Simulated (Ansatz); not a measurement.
# How TiSi2 absorbs and reflects light, part 2 of 2

What colour and refractive index does TiSi2 have at this level of theory?

Ansatz 0.2.0; DFT, PBE, plane-wave PAW, default files, scalar-relativistic, independent-particle optical response without local fields.

So far. Step 2 (Ground state and bands): There are states at the Fermi level within the smearing, so the occupations stay smeared and the carriers get a Drude term. The cell is left with a pressure of 1.8 GPa and forces up to 0.19 eV/Å, as it stands unrelaxed at this level.

### Step 3. Spectrum (continued)

The refractive index n and extinction k by photon energy:

```
photon energy (eV)  n, E ∥ x  k, E ∥ x  n, E ∥ y  k, E ∥ y
               0.5      2.28      6.68      5.46      2.60
               1.0      4.89      2.75      6.04      2.40
               1.5      4.50      3.11      5.46      3.22
               2.0      4.19      3.03      4.76      3.12
               2.5      3.95      3.04      4.25      3.40
               3.0      3.72      2.98      3.12      3.38
               3.5      3.49      3.18      3.12      2.79
               4.0      2.86      3.24      2.83      2.74
               4.5      2.79      2.91      3.14      2.39
               5.0      2.64      3.12      3.54      3.33
               5.5      2.14      3.31      2.13      3.70
               6.0      1.96      3.28      1.98      3.32
               6.5      1.43      3.15      1.63      3.51
               7.0      1.23      3.00     0.993      3.33
               7.5     0.991      2.74     0.725      2.92
               8.0     0.760      2.57     0.623      2.57
               8.5     0.722      2.50     0.520      2.42
               9.0     0.518      2.28     0.445      2.18
               9.5     0.419      2.08     0.420      2.05
              10.0     0.358      1.94     0.307      1.91
              10.5     0.290      1.78     0.299      1.73
              11.0     0.275      1.65     0.263      1.64
              11.5     0.250      1.53     0.253      1.52
              12.0     0.236      1.42     0.212      1.45
              12.5     0.213      1.36     0.168      1.34
              13.0     0.162      1.24     0.147      1.23
              13.5     0.144      1.15     0.126      1.13
              14.0     0.127      1.05     0.116      1.02
```

The reflectivity at normal incidence by photon energy; read off at these points:

| photon energy (eV) | E ∥ x (%) | E ∥ y (%) | E ∥ z (%) |
| --- | --- | --- | --- |
| 0.500 | 83.6 | 55.0 | 78.5 |
| 0.750 | 53.0 | 56.0 | 52.1 |
| 1.000 | 53.7 | 56.3 | 53.1 |
| 1.250 | 56.6 | 57.7 | 53.6 |
| 1.300 | 56.8 | 57.8 | 53.9 |
| 1.500 | 55.0 | 58.1 | 53.9 |
| 1.750 | 53.9 | 56.9 | 51.8 |
| 2.000 | 53.6 | 55.7 | 48.9 |
| 2.250 | 53.4 | 57.0 | 47.8 |
| 2.500 | 53.2 | 56.5 | 46.7 |
| 2.750 | 52.9 | 58.8 | 45.8 |
| 3.000 | 52.3 | 56.1 | 45.5 |
| 3.250 | 52.7 | 52.4 | 49.6 |
| 3.500 | 53.9 | 49.6 | 52.3 |
| 3.750 | 55.1 | 51.6 | 54.9 |
| 3.850 | 55.5 | 50.7 | 56.9 |
| 4.000 | 55.0 | 49.0 | 56.9 |
| 4.250 | 52.8 | 46.3 | 55.7 |
| 4.500 | 51.2 | 45.1 | 58.5 |
| 4.750 | 53.9 | 50.1 | 57.8 |
| 5.000 | 54.0 | 55.4 | 58.4 |
| 5.250 | 57.4 | 62.4 | 61.4 |
| 5.500 | 58.9 | 63.7 | 62.9 |
| 5.750 | 58.0 | 60.5 | 62.7 |
| 6.000 | 59.8 | 60.3 | 63.3 |
| 6.250 | 63.4 | 61.2 | 65.7 |
| 6.500 | 63.9 | 66.2 | 67.0 |
| 6.750 | 62.4 | 69.3 | 68.1 |
| 7.000 | 64.8 | 73.6 | 70.6 |
| 7.250 | 66.7 | 73.9 | 73.0 |
| 7.500 | 65.4 | 74.7 | 73.1 |
| 7.750 | 66.8 | 74.5 | 75.9 |
| 7.950 | 68.9 | 73.5 | 76.1 |
| 8.000 | 68.6 | 73.1 | 76.0 |
| 8.250 | 65.2 | 72.7 | 75.5 |
| 8.500 | 68.7 | 74.5 | 75.8 |
| 8.750 | 72.3 | 75.2 | 76.9 |
| 9.000 | 72.4 | 74.1 | 75.7 |
| 9.250 | 73.6 | 73.2 | 75.7 |
| 9.500 | 73.6 | 73.1 | 75.8 |
| 9.750 | 73.4 | 74.9 | 75.8 |
| 10.000 | 74.4 | 77.0 | 77.9 |
| 10.250 | 75.1 | 76.6 | 78.2 |
| 10.500 | 76.1 | 74.5 | 78.1 |
| 10.750 | 75.1 | 73.8 | 77.3 |
| 11.000 | 74.6 | 75.6 | 77.2 |
| 11.250 | 75.0 | 75.3 | 76.9 |
| 11.500 | 74.3 | 73.9 | 76.9 |
| 11.750 | 74.3 | 74.2 | 76.7 |
| 12.000 | 73.5 | 76.2 | 77.2 |
| 12.250 | 73.3 | 77.7 | 77.5 |
| 12.500 | 74.3 | 78.7 | 77.8 |
| 12.750 | 77.6 | 79.0 | 77.8 |
| 13.000 | 77.6 | 79.2 | 77.9 |
| 13.250 | 77.7 | 80.1 | 78.1 |
| 13.500 | 78.1 | 80.1 | 78.2 |
| 13.750 | 78.8 | 80.6 | 79.5 |
| 14.000 | 78.6 | 79.8 | 79.7 |

Table of loss function −Im 1/ε at q → 0 by energy loss; read off at these points:

```csv
energy loss (eV),E ∥ x,E ∥ y,E ∥ z
0.500,0.0122,0.0212,0.0190
0.650,0.0442,0.0174,0.0458
0.750,0.0377,0.0180,0.0371
1.000,0.0272,0.0162,0.0299
1.250,0.0254,0.0184,0.0283
1.500,0.0312,0.0217,0.0316
1.750,0.0318,0.0265,0.0379
2.000,0.0355,0.0283,0.0423
2.250,0.0347,0.0301,0.0408
2.500,0.0390,0.0330,0.0453
2.750,0.0417,0.0360,0.0444
3.000,0.0429,0.0471,0.0382
3.250,0.0458,0.0540,0.0341
3.500,0.0446,0.0567,0.0356
3.750,0.0473,0.0564,0.0337
4.000,0.0531,0.0645,0.0396
4.250,0.0607,0.0684,0.0428
4.500,0.0615,0.0618,0.0428
4.750,0.0571,0.0490,0.0479
5.000,0.0590,0.0423,0.0478
5.250,0.0557,0.0410,0.0461
5.500,0.0587,0.0474,0.0482
5.750,0.0638,0.0574,0.0530
6.000,0.0605,0.0588,0.0536
6.250,0.0595,0.0567,0.0521
6.500,0.0627,0.0509,0.0532
6.750,0.0715,0.0488,0.0543
7.000,0.0666,0.0454,0.0519
7.250,0.0680,0.0495,0.0509
7.500,0.0756,0.0518,0.0545
7.750,0.0744,0.0573,0.0517
8.000,0.0758,0.0652,0.0560
8.250,0.0899,0.0684,0.0611
8.500,0.0787,0.0673,0.0634
8.750,0.0740,0.0700,0.0645
9.000,0.0790,0.0787,0.0729
9.250,0.0802,0.0855,0.0762
9.500,0.0857,0.0892,0.0804
9.750,0.0909,0.0859,0.0838
10.000,0.0918,0.0838,0.0804
10.250,0.0945,0.0923,0.0849
10.500,0.0967,0.108,0.0913
10.750,0.109,0.116,0.101
11.000,0.116,0.112,0.107
11.250,0.122,0.122,0.115
11.500,0.134,0.137,0.122
11.750,0.141,0.140,0.130
12.000,0.155,0.135,0.135
12.250,0.164,0.133,0.141
12.400,0.168,0.135,0.147
12.500,0.162,0.137,0.149
12.750,0.151,0.145,0.160
13.000,0.164,0.153,0.170
13.250,0.174,0.158,0.181
13.500,0.185,0.172,0.193
13.750,0.195,0.182,0.195
14.000,0.215,0.211,0.212
```

From ε follow the optical constants at some laser lines:

```csv
wavelength (nm),n x,k x,R (%) x,1/α x,n y,k y,R (%) y,1/α y
1550,4.32,2.949,53.3,42 nm,5.80,2.427,55.5,51 nm
1064,5.12,3.000,55.9,28 nm,6.00,2.738,57.5,31 nm
800,4.48,3.042,54.4,21 nm,5.35,3.259,58.0,20 nm
450,3.76,3.046,52.9,12 nm,3.72,3.717,58.8,9.6 nm
308,2.83,3.224,54.8,7.6 nm,2.83,2.721,48.7,9.0 nm
248,2.64,3.118,54.0,6.3 nm,3.53,3.330,55.3,5.9 nm
193,1.49,3.174,63.4,4.8 nm,1.72,3.514,65.2,4.4 nm
```

A polished face would reflect 53 % of daylight and look light grey (CIE x = 0.313, y = 0.330 under D65).

### Step 4. What came out

```json
{"gap on the path": "0 eV", "main peak of the optical conductivity above 1 eV, first axis": "5.16 eV", "Drude plasma energy, first axis": "3.64 eV"}
```

In words: At this level (PBE, independent particles) TiSi2 is a metal with a Drude plasma energy of 3.6 eV along x, 2.3 eV along y and 3.7 eV along z; it reflects 53 % at 550 nm. Along x the bare Drude plasma energy is 3.6 eV; Re ε first rises through zero at 0.68 eV, far lower, because interband transitions screen the carriers. Im ε is 22 there, so the loss peak at that energy is weak. A polished face would reflect 53 % of daylight and look light grey (CIE x = 0.313, y = 0.330 under D65). In the base run ε includes the program's bounded estimate of what the bands above those summed add. The carriers' damping of 0.05 eV is typed, not computed; at 0.8 eV the carriers give 5 % of Im ε, the rest is interband. The Fermi-Dirac width of 0.05 eV acts as an electron temperature of 580 K in the carriers' term.

[Long decimals in the printed logs are rounded to 6 places.]

[Logs are printed without paths, hosts, clocks, repeated set-up lines and the standing remarks that a program may print on its own settings, such as how far it seeks lower states.]

[Hosts, paths, dates, database ids (printed as entryN), source tags and the programs' standing remarks are cut or masked in the printed files.]

[Where the starting crystal was built by hand or by swapping elements, it need not be the compound's stable phase.]

[The count of steps not shown may lack steps that the program refused or didn't finish.]
